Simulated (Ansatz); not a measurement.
# A bimetallic surface: Li on Al(100), three quarters in the top layer, both faces

Wanted: the photoemission signature of Li on Al(100), three quarters in the top layer, both faces.

Program: Ansatz 0.2.0. Level of theory: DFT, PBE, plane-wave PAW, default files, scalar-relativistic. Results are calculated unless marked as measured.

### 1. The starting structure

The cell holds 5 atoms: 5 Al. Its edges and angles: a = 2.857 Å, b = 2.857 Å, c = 22.080 Å, α = 90.0°, β = 90.0°, γ = 90.0°. It derives from Al. Vacuum lies along c.

### 2. The clean face

The clean face is the reference for what the added atoms change.

input.yaml reads:

```yaml
crystal:
  lattice:
    - [2.856711396, 0.0, 0.0]
    - [0.0, 2.856711396, 0.0]
    - [0.0, 0.0, 22.08]
  atoms:
    - { symbol: Al, position: [0.0, 0.0, 0.682971014] }
    - { symbol: Al, position: [0.5, 0.5, 0.591485507] }
    - { symbol: Al, position: [0.0, 0.0, 0.5] }
    - { symbol: Al, position: [0.5, 0.5, 0.408514493] }
    - { symbol: Al, position: [0.0, 0.0, 0.317028986] }
kpoints:
  mp_grid: { grid: [14, 14, 1] }
scf:
  occupations: { method: fermi_dirac, width: 0.05 }
  n_extra_bands: 12
hamiltonian:
  xc: pbe
  pseudopotentials: { kind: paw }
output:
  forces: true
  write_potential: true
  volumetric_format: []
  dos:
    projected: true
    de: 0.05
    e_range: [-30, 12]
    method: { smearing: { sigma: 0.1, scheme: gaussian } }
relax:
  f_tol: 0.03
  max_steps: 50
  constraints: [{ sites: [2] }]
```

On the command line:

```console
ansatz run input.yaml --threads 4 --pin off --max-ram 12288MiB --backend cpu --events-out ev --progress --plain --runs-dir out
```

Numbers of over 12 decimals in the logs are rounded to 6 here.

Log:

```text
scf.n_extra_bands = 12 over 8 filled bands (N_el = 15.0): the run solves 20 bands
Engine: ansatz 0.2.0, aarch64-unknown-linux-gnu
Pseudopotentials: kind: paw
Pseudopotential: Al, paw, valence charge 3, recommended cutoff 420 eV (normal), Al.paw.azcp
Functional definition: PBE
  parameter kappa = 0.804
  parameter beta = 0.066725
  exchange = pbe_x(kappa = kappa, mu = beta*pi^2/3)
  correlation = pbe_c(beta = beta)
Crystal: 5 atoms, lattice volume = 180.190 Å³
Basis set: ecut = 420 eV, 3525 PW (Γ), exchange–correlation on 40×40×300 points (8 copies of the dense FFT grid, shifted against one another)
Bands: 20, of which v1, the nominal top of the filled ones, is band 8 counted from 1 (7 counted from 0)
Symmetry: 16 space group operations
Space group: P4/mmm (ITA 123), of the structure as read, at distance tolerance 5.6e-5 Å
k-points: 36 of 196
Non-local potential: Al, projectors of the file, l = 0: 2, l = 1: 2, l = 2: 1
PAW form: soft (Blöchl's): semilocal exchange-correlation on the pseudo side does not see the compensation charge
PAW one-centre angular grid: Al, 110 points (default); XC on 64 Gauss nodes
Initial density: superposition of atomic densities (neutral atoms: chi_scale 0, normalization atom), corrected by the library's trained network
Initial wavefunctions: pseudopotential atomic-orbital guess
Functional: x = pbe(κ = 0.804, μ = 0.219515), c = pbe(β = 0.066725)
SCF iter   1: F=—  HF=-2686.563488 eV  |F-HF|=—  |Δ(HF+E_count)|=         —  Δρ=1.03e-3  dr2=5.79e-3  ethr=1.77e-3  ⟨swp⟩=8.9  Hψ=5466  notcnv=0  defer=47
preconditioner: auto → LDOS  [metal: Δε(μ)=0.010 eV  Ē_g=8.665 eV  σ=0.050 eV  W_gap=0.05  n_scr=12 (ndim 8)  ℏωp=10.7 eV  f_vac=0.419  D(μ)=3.04/eV (n_scr^D=12)  β→1.0]
SCF iter   2: F=—  HF=-2686.563301 eV  |F-HF|=—  |Δ(HF+E_count)|=   1.87e-4  Δρ=4.10e-4  dr2=6.59e-4  ethr=3.86e-5  ⟨swp⟩=2.9  Hψ=1525  notcnv=0  defer=137
SCF iter   3: F=—  HF=-2686.563413 eV  |F-HF|=—  |Δ(HF+E_count)|=   1.12e-4  Δρ=1.15e-4  dr2=1.42e-4  ethr=4.40e-6  ⟨swp⟩=2.4  Hψ=917  notcnv=0  defer=137
iter 4 did not close the SCF: its close was put off for the readings that it lacked (scf_convergence_deferred on its scf_iter line)
SCF iter   4: F=-2686.563412 eV  HF=-2686.563408 eV  |F-HF|=3.49e-6  |Δ(HF+E_count)|=   4.79e-6  Δρ=3.15e-5  dr2=3.96e-6  ethr=9.45e-7  ⟨swp⟩=2.2  Hψ=780  notcnv=0  defer=136
iter 5 did not close the SCF: its close was put off for the readings that it lacked (scf_convergence_deferred on its scf_iter line)
SCF iter   5: F=-2686.563413 eV  HF=-2686.563413 eV  |F-HF|=3.03e-7  |Δ(HF+E_count)|=   4.89e-6  Δρ=6.45e-6  dr2=1.27e-7  ethr=2.64e-8  ⟨swp⟩=2.4  Hψ=986  notcnv=0  defer=136
SCF iter   6: F=-2686.563413 eV  HF=-2686.563413 eV  |F-HF|=2.59e-9  |Δ(HF+E_count)|=   3.27e-7  Δρ=1.51e-6  dr2=1.43e-8  ethr=8.45e-10  ⟨swp⟩=13.0  Hψ=5132  notcnv=0
SCF 1 converged in 6 iterations: F = -2686.563413 eV  dr2 = 1.43e-8
  greatest PAW one-centre occupation: 0.476 electrons in one spin orbital (limit 2), on the Al atom at site 4 (counted from 0), in its partial waves of l = 0
relax step   1: F+E_penalty+E_count = -2686.56341341 eV  Δ(F+E_penalty+E_count) = +0.000e0 eV  max|allowed force component| = 7.737e-2 eV/Å  Δτ_max = 0.0000 Å  (6 SCF iters, dr2 threshold 2.25e-5 eV, accepted)
Initial density: handed on by an earlier stage of this run
Initial wavefunctions: those handed on with the density
iter 1 solved again at ethr=5.94e-4 eV; its pass at ethr=3.10e-3 eV (dr2=8.91e-2 eV) is discarded
SCF iter   1: F=—  HF=-2686.574397 eV  |F-HF|=—  |Δ(HF+E_count)|=         —  Δρ=1.58e-3  dr2=8.64e-2  ethr=5.94e-4  ⟨swp⟩=1.4  Hψ=3371  notcnv=0  defer=166
preconditioner: auto → LDOS  [metal: Δε(μ)=0.014 eV  Ē_g=8.561 eV  σ=0.050 eV  W_gap=0.07  n_scr=12 (ndim 8)  ℏωp=10.7 eV  f_vac=0.410  D(μ)=3.09/eV (n_scr^D=12)  β→1.0]
SCF iter   2: F=—  HF=-2686.568917 eV  |F-HF|=—  |Δ(HF+E_count)|=   5.48e-3  Δρ=5.19e-4  dr2=4.06e-3  ethr=5.76e-4  ⟨swp⟩=1.5  Hψ=591  notcnv=0  defer=167
SCF iter   3: F=—  HF=-2686.568468 eV  |F-HF|=—  |Δ(HF+E_count)|=   4.48e-4  Δρ=2.32e-4  dr2=3.91e-4  ethr=2.70e-5  ⟨swp⟩=2.1  Hψ=959  notcnv=0  defer=167
SCF iter   4: F=—  HF=-2686.568425 eV  |F-HF|=—  |Δ(HF+E_count)|=   4.34e-5  Δρ=3.03e-5  dr2=3.46e-6  ethr=2.60e-6  ⟨swp⟩=1.9  Hψ=647  notcnv=0  defer=167
SCF iter   5: F=—  HF=-2686.568792 eV  |F-HF|=—  |Δ(HF+E_count)|=   3.67e-4  Δρ=9.76e-6  dr2=6.10e-7  ethr=2.30e-8  ⟨swp⟩=2.1  Hψ=958  notcnv=0  defer=167
SCF iter   6: F=-2686.568791 eV  HF=-2686.568791 eV  |F-HF|=4.35e-9  |Δ(HF+E_count)|=   7.94e-8  Δρ=1.52e-6  dr2=1.47e-8  ethr=6.67e-10  ⟨swp⟩=12.7  Hψ=4795  notcnv=0
SCF 2 converged in 6 iterations: F = -2686.568791 eV  dr2 = 1.47e-8
  greatest PAW one-centre occupation: 0.477 electrons in one spin orbital (limit 2), on the Al atom at site 4 (counted from 0), in its partial waves of l = 0
relax step   2: F+E_penalty+E_count = -2686.56879148 eV  Δ(F+E_penalty+E_count) = -5.378e-3 eV  max|allowed force component| = 3.820e-2 eV/Å  Δτ_max = 0.0635 Å  (6 SCF iters, accepted)
SCF iter   1: F=—  HF=-2686.571178 eV  |F-HF|=—  |Δ(HF+E_count)|=         —  Δρ=9.11e-4  dr2=3.16e-2  ethr=1.84e-3  ⟨swp⟩=3.0  Hψ=1819  notcnv=0  defer=166
preconditioner: auto → LDOS  [metal: Δε(μ)=0.010 eV  Ē_g=8.541 eV  σ=0.050 eV  W_gap=0.05  n_scr=12 (ndim 8)  ℏωp=10.7 eV  f_vac=0.409  D(μ)=2.81/eV (n_scr^D=10)  β→1.0]
SCF iter   2: F=—  HF=-2686.569239 eV  |F-HF|=—  |Δ(HF+E_count)|=   1.94e-3  Δρ=2.30e-4  dr2=7.24e-4  ethr=2.11e-4  ⟨swp⟩=1.9  Hψ=1099  notcnv=0  defer=164
SCF iter   3: F=—  HF=-2686.569112 eV  |F-HF|=—  |Δ(HF+E_count)|=   1.27e-4  Δρ=3.48e-5  dr2=2.18e-5  ethr=4.83e-6  ⟨swp⟩=2.0  Hψ=889  notcnv=0  defer=164
SCF iter   4: F=—  HF=-2686.569463 eV  |F-HF|=—  |Δ(HF+E_count)|=   3.52e-4  Δρ=5.56e-6  dr2=1.10e-7  ethr=1.45e-7  ⟨swp⟩=1.8  Hψ=716  notcnv=0  defer=164
SCF iter   5: F=-2686.569463 eV  HF=-2686.569463 eV  |F-HF|=9.69e-10  |Δ(HF+E_count)|=   1.54e-7  Δρ=1.38e-6  dr2=9.65e-9  ethr=6.67e-10  ⟨swp⟩=14.1  Hψ=4833  notcnv=0
SCF 3 converged in 5 iterations: F = -2686.569463 eV  dr2 = 9.65e-9
relax step   3: F+E_penalty+E_count = -2686.56946328 eV  Δ(F+E_penalty+E_count) = -6.718e-4 eV  max|allowed force component| = 1.302e-2 eV/Å  Δτ_max = 0.0285 Å  (5 SCF iters, accepted)
NSCF: frozen V_eff on 36 k-points
the band table was solved once a step of the walk had ended and its energy, with any forces and stress, was formed, with the checks that follow a solve (5700 applications of the Hamiltonian). They found nothing against the state; the energy, forces and stress were not computed again (output.eigenvalues in the input reference)
WARN: The output density's exchange-correlation potential varies sharply where the density is thin. Do not read a vacuum level from v_tot or v_xc, or from such a field of the output density. On a cell that repeats whose density bears no net charge and no dipole along the vacuum's axis use v_es (v_loc + v_h of the components); under efield.dipole_correction with no amplitude use v_es + v_field, which holds any externa [...]
SCF converged after 5 iterations
Free energy (F): -2686.569463 eV
Harris-Foulkes:  -2686.569463 eV  (|F-HF|=9.69e-10)
Internal energy: -2686.546191 eV  (E = F + TS)
E sigma→0 (E₀):  -2686.557827 eV
Entropy (-TS):   -0.023272 eV (-4.654 meV/atom)
Fermi energy:    1.370545 eV
--- Per-component energies (eV) ---
  E_band       = -40.612118
  E_kinetic    = 107.625192
  E_local      = -2547.694791  (includes V_loc(G=0)·N_el)
  E_nonlocal   = 52.221909
  E_hartree    = 1252.770217
  E_xc         = -195.277095
  E_vxc        = -140.225252  (∫ρ·V_xc dr)
  E_paw        = -2336.387988  (= ΣΔE_a)
  E_vpaw       = -18.077050  (= ΣTr[D̂ρ^β])
  E_aug_tail   = -0.000011  (compensation charges beyond the density's cutoff)
  E_ewald      = 980.196375
  E_smearing   = -0.023272  (= −TS)
  E_closure    = -0.000000  (closes the sum)
  Σ components = -2686.569463   (vs F -2686.569463, Δ=0.00e0)
--- Forces (eV/Å), atoms counted from 1 ---
  atom   1  Al     0.00000000     0.00000000     0.00052432
  atom   2  Al     0.00000000     0.00000000    -0.01301671
  atom   3  Al    -0.00000000    -0.00000000     0.00000000
  atom   4  Al     0.00000000     0.00000000     0.01301671
  atom   5  Al     0.00000000     0.00000000    -0.00052432
  max |Σ_I F_I| component: 2.17e-19 eV/Å
--- Band table (eV; the first three rows and the last of 36) ---
  k-point 0: bands = [... 4 lower, -2.6704, -0.8007, 2.1851, 4.3444, 5.2462, 6.5172, 6.7208, 7.0635, ... 8 higher]
  k-point 1: bands = [... 4 lower, -2.5805, -0.7149, 2.2703, 4.4301, 5.3254, 5.3916, 6.1701, 6.6239, ... 8 higher]
  k-point 2: bands = [... 4 lower, -2.3115, -0.4578, 2.5058, 3.4233, 4.1644, 4.7445, 5.5444, 5.6177, ... 8 higher]
  k-point 35: bands = [... 4 lower, 0.1935, 0.2817, 0.9260, 1.0509, 1.0509, 1.3380, 2.4161, 2.6882, ... 8 higher]
--- Relaxed structure (3 steps of the walk, 3 accepted, 0 SCFs on fresh bases) ---
  F+E_penalty+E_count = -2686.56946328 eV   max|allowed force component| = 1.302e-2 eV/Å
  atoms:
    - { symbol: Al, position: [0, 0, 0.687137] }
    - { symbol: Al, position: [0.500000, 0.500000, 0.594008] }
    - { symbol: Al, position: [0.0, 0.0, 0.500000] }
    - { symbol: Al, position: [0.500000, 0.500000, 0.405992] }
    - { symbol: Al, position: [0, 0, 0.312863] }
```

Elapsed: 10 s, on 4 threads of Arm Neoverse N1, shared host; peak memory 0.47 GiB.

Relaxation path:

```csv
step,energy less that of the first step (eV),largest force component (eV/Å)
1,0.0000,0.0774
2,-0.0054,0.0382
3,-0.0060,0.0130
```

Forces are held to the 16 operations that the run works with; a distortion that breaks them can't arise in this run.

The atoms that moved most (Å):

```csv
atom,dx,dy,dz,length
Al5,0.000,0.000,-0.092,0.092
Al1,0.000,0.000,0.092,0.092
Al4,0.000,0.000,-0.056,0.056
Al2,0.000,0.000,0.056,0.056
```

Final coordinates:

```xyz
5
Lattice="2.8567 0.0000 0.0000 0.0000 2.8567 0.0000 0.0000 0.0000 22.0800" Properties=species:S:1:pos:R:3
Al    0.0000    0.0000   15.1720
Al    1.4284    1.4284   13.1157
Al    0.0000    0.0000   11.0400
Al    1.4284    1.4284    8.9643
Al    0.0000    0.0000    6.9080
```

Numbers from this step:

- free energy: -2686.5695 eV
- energy at zero smearing: -2686.5578 eV
- smearing term TS: 0.02327 eV
- Fermi energy: 1.371 eV
- symmetry operations: 16
- zero of energy: Fermi level
- share of occupied states in no projected shell: 0.0147 of the occupied states in the window
- DOS at the Fermi level: 2.991 states/eV/cell
- work function, upper face: 4.291 eV
- work function, lower face: 4.291 eV

The planar mean, electrostatic potential oscillates, so the rows of the table below give means over windows of 2.06 Å about each position, cut where the curve ends. Its maxima inside the range that stand out by 2 % of the span (Å: eV): 7.9: -1.80, 10.0: -1.67, 12.1: -1.67, 14.1: -1.80. Its minima: 6.9: -5.86, 9.0: -6.07, 11.0: -6.11, 13.1: -6.07, 15.2: -5.86.

From the Fermi level. Table of planar mean, electrostatic potential by z; means over each step:

z (Å), planar mean, electrostatic potential (eV) and a bar from the least value:
```
     1.03       4.29 ##############################
     3.09       4.28 ##############################
     5.15       2.87 #########################
     7.21      -4.31 #
     9.27      -4.47 
    11.33      -4.48 
    13.39      -4.50 
    15.45      -3.50 ###
    17.51       3.94 #############################
    19.57       4.29 ##############################
    21.63       4.29 ##############################
```

Recipe: projected DOS times atomic cross section and asymmetry factor (unpolarised light, 60° from the beam), occupied states only, Fermi edge at 300 K, a Lorentzian width of 0.05 eV growing by 0.08 eV per eV of binding energy, and a resolution of 0.45 eV. Each atom is damped by exp[−depth/(λ cos θ)], θ = 45° from the normal, λ from the universal curve. Curves are cut 10 eV under the photon energy, above any shell that the free atom's threshold puts out of reach, or at the lower edge of the window: 11.2 eV at 21.2 eV, 12.4 eV at 150 eV, 12.4 eV at 250 eV, 12.4 eV at 1486.7 eV and 12.4 eV at 5950 eV. Matrix elements of the solid and inelastic losses aren't modelled, nor non-dipole terms, which matter above 3 keV.

How the area divides among the shells (%):

```csv
shell,21.2 eV,150 eV,250 eV,1486.7 eV,5950 eV
Al 3s,56.3,44.7,51.3,82.6,94.7
Al 3p,43.7,55.3,48.7,17.4,5.3
```

Cross sections used, in Mb an electron:

```csv
shell,21.2 eV,150 eV,250 eV,1486.7 eV,5950 eV
Al 3s,0.15,0.028,0.012,3.5e-4,1.0e-5
Al 3p,0.070,0.018,0.0061,4.0e-5,3.1e-7
```

At the Fermi level the DOS is 2.99 states/eV a cell, and on the broadened curves Al 3p holds 69 % of the total there.

(Continued in part 2 of 4.)

[Logs are printed without paths, hosts, clocks, repeated set-up lines and the standing remarks that a program may print on its own settings, such as how far it seeks lower states.]

[Hosts, paths, dates, database ids (printed as entryN), source tags and the programs' standing remarks are cut or masked in the printed files.]

[Maps of the electrostatic potential energy from Ansatz leave out the sawtooth potential of an applied field or a dipole correction, so their vacuum need not be flat; work functions include it.]
